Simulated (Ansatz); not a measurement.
# Decaying states in the gap of Li2HfSe3, part 3 of 3

Aim: relax a made-up compound, Li2HfSe3, and see how good a tunnel barrier it would be. It is built by putting Se for O in the Li2HfO3 structure of space group C2/m, with the volume rescaled by atomic radii. The parent structure comes from the Materials Project.

Ansatz 0.2.0; LDA DFT, plane waves, PAW files (the session's first sound run).

So far, gap on the k-mesh (eV): step 3 (band edges, LDA) 0.483; step 4 (complex bands, plane (010), k-mesh 8×8×8, LDA) 0.483; step 6 (r2SCAN, cutoff 500 eV) 0.937.

The structure was built from a prototype and need not be the compound's stable phase.

**7. Complex bands at another level, cutoff 500 eV**

This step: r2SCAN DFT, plane waves, PAW files; complex bands by layer matching along the plane's normal (Ansatz 0.2.0).

The complex bands at that level, over its own gap, at (0, 0) and (0.5, 0).

The input, input.yaml:

```yaml
crystal:
  lattice:
    - [3.740095219, 0.0, 0.0]
    - [0.000602418, 11.470437547, 0.0]
    - [-1.8697464, 5.735218774, 2.632192395]
  atoms:
    - { symbol: Li, position: [3.44488e-05, 0.3400187979, 0.0] }
    - { symbol: Li, position: [0.9999655512, 0.6599812021, 0.0] }
    - { symbol: Hf, position: [0.0, 0.0, 0.0] }
    - { symbol: Se, position: [0.4999801368, 0.1617707841, 0.0] }
    - { symbol: Se, position: [0.5, 0.5, 0.0] }
    - { symbol: Se, position: [0.5000198632, 0.8382292159, 0.0] }
kpoints:
  mp_grid: { grid: [8, 8, 8] }
scf:
  occupations: { method: fixed }
hamiltonian:
  xc: r2scan
output:
  eigenvalues: true
  transmission:
    leads: [[0, 0]]
    kpoints: [[0.0, 0.0], [0.5, 0.0]]
    e_range: [-1.0, 1.94]
    de: 0.06
```

On the command line:

```sh
> ansatz run input.yaml --threads 2 --pin off --max-ram 4096MiB --backend cpu --events-out ev --progress --plain --runs-dir out
```

Numbers of over 12 decimals in the logs are rounded to 6 here.

The program printed:

```text
[...]
Crystal: 6 atoms, lattice volume = 112.922 Å³
Basis set: ecut = 500 eV, 2851 PW (Γ), FFT grids on a1, −a1+a2−2a3, a3, exchange–correlation on 120×160×192 points (64 copies of the dense FFT grid, shifted against one another)
Bands: 48, of which v1, the nominal top of the filled ones, is band 40 counted from 1 (39 counted from 0)
Symmetry: 4 space group operations
[...]
k-points: 150 of 512
[...]
SCF iter   1: F=—  HF=-32586.523574 eV  |F-HF|=—  |Δ(HF+E_count)|=         —  Δρ=6.87e-3  dr2=9.43e-2  dr2_τ=6.65e-2  ethr=1.77e-3  ⟨swp⟩=4.0  Hψ=20411  notcnv=0  defer=707
[...]
SCF iter   8: F=-32586.583743 eV  HF=-32586.583743 eV  |F-HF|=1.66e-9  |Δ(HF+E_count)|=   7.09e-8  Δρ=2.84e-6  dr2=1.06e-8  dr2_τ=8.40e-10  ethr=1.25e-10  ⟨swp⟩=9.6  Hψ=26424  notcnv=0
SCF 1 converged in 8 iterations: F = -32586.583743 eV  dr2 = 1.06e-8
[...]
transmission: 4 of 8 steps passed
transmission: 8 of 8 steps passed
SCF converged after 8 iterations
Free energy (F): -32586.583743 eV
[...]
Internal energy: -32586.583743 eV  (E = F + TS)
E sigma→0 (E₀):  -32586.583743 eV
Fermi energy:    9.590480 eV
[...]
--- Band table (eV; the first three rows and the last of 150) ---
  k-point 0: bands = [... 36 lower, 8.4212, 9.4189, 9.4271, 9.5905, 11.0276, 11.6276, 12.2435, 12.5983, ... 4 higher]
  k-point 1: bands = [... 36 lower, 8.3173, 8.3493, 8.9607, 9.1024, 11.0004, 12.5329, 12.8118, 14.1618, ... 4 higher]
  k-point 2: bands = [... 36 lower, 8.1712, 8.2256, 8.7432, 9.2105, 10.8613, 13.3005, 13.4180, 14.4365, ... 4 higher]
  k-point 149: bands = [... 36 lower, 7.2692, 7.7323, 7.8525, 8.3669, 10.5621, 11.7201, 12.7508, 13.3033, ... 4 higher]
--- Transmission ---
  basis      : 437 plane waves across, 4 finite elements along
  points     : 2, as listed
[...]
crystal 0  : Li2Hf1Se3, at the sites [0, 0], period 2.6322 Å: whole cells are its period
[...]
channels       : 0.000000e0 a spin
[...]
slowest decay  : 0.1312 /Å at (0.0000, 0.0000)
```

It took 4.1 min on 2 threads of Arm Neoverse V2, shared host; peak memory 2 GiB.

Numbers from this step:

```
free energy                                               : -32586.5837 eV
Fermi energy                                              : 9.590 eV
gap on the k-mesh                                         : 0.9369 eV
level to which the leads are filled                       : 0.4685 eV from the Fermi level
decay constant at the filling level, zone centre          : 0.1312 Å⁻¹
decay constant at the filling level, slowest listed point : 0.1312 Å⁻¹
```

K parallel (0, 0); values up to 1.5 1/Å, a degenerate pair printed once or twice; energies at which all values exceed this have no row. Table of Im kz of the slowest decaying states by energy, zero at the highest filled level on the SCF mesh:

```
energy (eV)  decay 1 (Å⁻¹)  decay 2 (Å⁻¹)  decay 3 (Å⁻¹)  decay 4 (Å⁻¹)
      -1.00         0.0267          0.109          0.185          0.407
      -0.88         0.0872          0.128          0.514          0.619
      -0.70          0.149          0.626          0.635          0.656
      -0.58          0.160          0.629          0.654          0.706
      -0.40          0.172          0.633          0.650          0.796
      -0.28          0.178          0.635          0.647          0.767
      -0.10         0.0494         0.0876          0.101          0.185
       0.02         0.0466         0.0812          0.100          0.124
       0.20          0.109          0.136          0.157          0.161
       0.32          0.121          0.162          0.179          0.180
       0.44          0.131          0.180          0.193          0.195
       0.62          0.142          0.195          0.196          0.206
       0.74          0.147          0.193          0.202          0.210
       0.92          0.105          0.153          0.203          0.204
       1.04          0.155          0.194          0.203          0.209
       1.22          0.157          0.190          0.195          0.201
       1.34          0.157          0.186          0.187          0.192
       1.52          0.156          0.169          0.174          0.180
       1.64          0.153          0.154          0.158          0.176
       1.82          0.118          0.124          0.149          0.168
       1.94         0.0806         0.0892          0.145          0.162
```

K parallel (0, 0). Re kz of states that move upwards against energy, zero at the highest filled level on the SCF mesh:

```csv
energy (eV),channel 1 (Å⁻¹),channel 2 (Å⁻¹),channel 3 (Å⁻¹),channel 4 (Å⁻¹),channel 5 (Å⁻¹),channel 6 (Å⁻¹)
-1.00,-0.962,-0.234,-,-,-,-
-0.88,-0.938,-0.406,-0.208,0.463,-,-
-0.70,-0.901,-0.416,-0.327,-0.170,0.508,0.801
-0.58,-0.873,-0.345,-0.278,-0.145,0.538,0.873
-0.40,-0.823,-0.257,-0.197,-0.104,0.590,0.964
-0.28,-0.776,-0.201,-0.131,-0.0703,0.639,1.02
-0.10,-0.110,1.14,-,-,-,-
0.02,-,-,-,-,-,-
0.20,-,-,-,-,-,-
0.32,-,-,-,-,-,-
0.44,-,-,-,-,-,-
0.62,-,-,-,-,-,-
0.74,-,-,-,-,-,-
0.92,-,-,-,-,-,-
1.04,-0.910,-,-,-,-,-
1.22,-0.668,-,-,-,-,-
1.34,-0.483,-,-,-,-,-
1.52,-,-,-,-,-,-
1.64,-,-,-,-,-,-
1.82,-,-,-,-,-,-
1.94,-,-,-,-,-,-
```

K parallel (0.5, 0); values up to 1.5 1/Å, a degenerate pair printed once or twice; energies at which all values exceed this have no row. The Im kz of the slowest decaying states by energy, zero at the highest filled level on the SCF mesh:

| energy (eV) | decay 1 (Å⁻¹) | decay 2 (Å⁻¹) | decay 3 (Å⁻¹) | decay 4 (Å⁻¹) |
| --- | --- | --- | --- | --- |
| -1.00 | 0.180 | 0.219 | 0.394 | 0.605 |
| -0.88 | 0.197 | 0.222 | 0.407 | 0.626 |
| -0.70 | 0.118 | 0.213 | 0.227 | 0.423 |
| -0.58 | 0.164 | 0.219 | 0.229 | 0.431 |
| -0.40 | 0.212 | 0.223 | 0.232 | 0.440 |
| -0.28 | 0.223 | 0.234 | 0.238 | 0.444 |
| -0.10 | 0.219 | 0.235 | 0.270 | 0.447 |
| 0.02 | 0.215 | 0.236 | 0.289 | 0.447 |
| 0.20 | 0.205 | 0.236 | 0.314 | 0.445 |
| 0.32 | 0.195 | 0.236 | 0.330 | 0.441 |
| 0.44 | 0.184 | 0.235 | 0.344 | 0.436 |
| 0.62 | 0.162 | 0.234 | 0.365 | 0.426 |
| 0.74 | 0.144 | 0.233 | 0.378 | 0.416 |
| 0.92 | 0.104 | 0.230 | 0.397 | 0.398 |
| 1.04 | 0.0610 | 0.228 | 0.382 | 0.410 |
| 1.22 | 0.225 | 0.352 | 0.429 | 0.733 |
| 1.34 | 0.224 | 0.327 | 0.441 | 0.733 |
| 1.52 | 0.226 | 0.274 | 0.460 | 0.733 |
| 1.64 | 0.229 | 0.473 | 0.732 | 0.819 |
| 1.82 | 0.185 | 0.491 | 0.730 | 0.785 |
| 1.94 | 0.117 | 0.157 | 0.503 | 0.729 |

At the listed wavevectors the last open channel is at -0.04 eV and the next at +0.98 eV on the grid. At +0.44 eV, the grid energy nearest the filling level (the middle of the gap on the SCF mesh), the slowest state at the listed wavevectors decays with κ = 0.131 Å⁻¹, its amplitude falling by e over 7.6 Å; the first such run, plane (010), gave 0.107 Å⁻¹.

**8. A check of the settings**

This step: LDA DFT, plane waves, PAW files; complex bands by layer matching along the plane's normal; changed: output.transmission.kpoints = [[0, 0]], output.transmission.kmesh = [4, 4], scf.max_iter = 100 (Ansatz 0.2.0).

This run repeats an earlier one, its twin (the complex run, plane (010)), with three settings changed (output.transmission.kpoints, scf.max_iter, output.transmission.kmesh; files written aside). The setting was drawn as a possible misstep, on purpose. Where the input is shown as a difference, that is against the step before, not the twin.

Changes to input.yaml since step 7:

```diff
@@ -16,4 +16,5 @@
   occupations: { method: fixed }
+  max_iter: 100
 hamiltonian:
-  xc: r2scan
+  xc: lda
 output:
@@ -22,4 +23,5 @@
     leads: [[0, 0]]
-    kpoints: [[0.0, 0.0], [0.5, 0.0]]
-    e_range: [-1.0, 1.94]
-    de: 0.06
+    kpoints: [[0, 0]]
+    e_range: [-1.0, 1.48]
+    de: 0.05
+    kmesh: [4, 4]
```

The program printed:

```text
Error: inconsistent input (output.transmission.kmesh, output.transmission.kpoints): both name the wavevectors across the current: give one
```

Elapsed: 0.12 s, on 2 threads; peak memory 0.094 GiB.

The input was rejected at the start.

The program's message: “Error: inconsistent input (output.transmission.kmesh, output.transmission.kpoints): both name the wavevectors across the current: give one”

The change that led to it: output.transmission.kpoints = [[0, 0]] and output.transmission.kmesh = [4, 4].

**9. Results**

| Property | Result |
| --- | --- |
| band gap | 0.482 eV |
| least decay constant at mid-gap, normal to (010) | 0.107 Å⁻¹ |
| least decay constant on a mesh, normal to (010) | 0.106 Å⁻¹ |
| least decay constant, r2SCAN | 0.131 Å⁻¹ |

With LDA, the slowest decay at the wavevectors tried is κ = 0.107 Å⁻¹, normal to (010). Through such a film the transmission near mid-gap falls as exp(−2κd), a factor of ten every 11 Å. A free electron under a barrier of half the gap would need a mass of 0.18 mₑ to decay at this rate. With r2SCAN the gap goes from 0.482 to 0.936 eV and the decay constant, over the first 2 listed wavevectors, from 0.107 to 0.131 Å⁻¹. The compound is made up by substitution; its stability against other phases and against distortions of the cell's symmetry was not tested. A semilocal functional narrows gaps, so real decay constants are likely larger.

[Logs are printed without paths, hosts, clocks, repeated set-up lines and the standing remarks that a program may print on its own settings, such as how far it seeks lower states.]

[Hosts, paths, dates, database ids (printed as entryN), source tags and the programs' standing remarks are cut or masked in the printed files.]
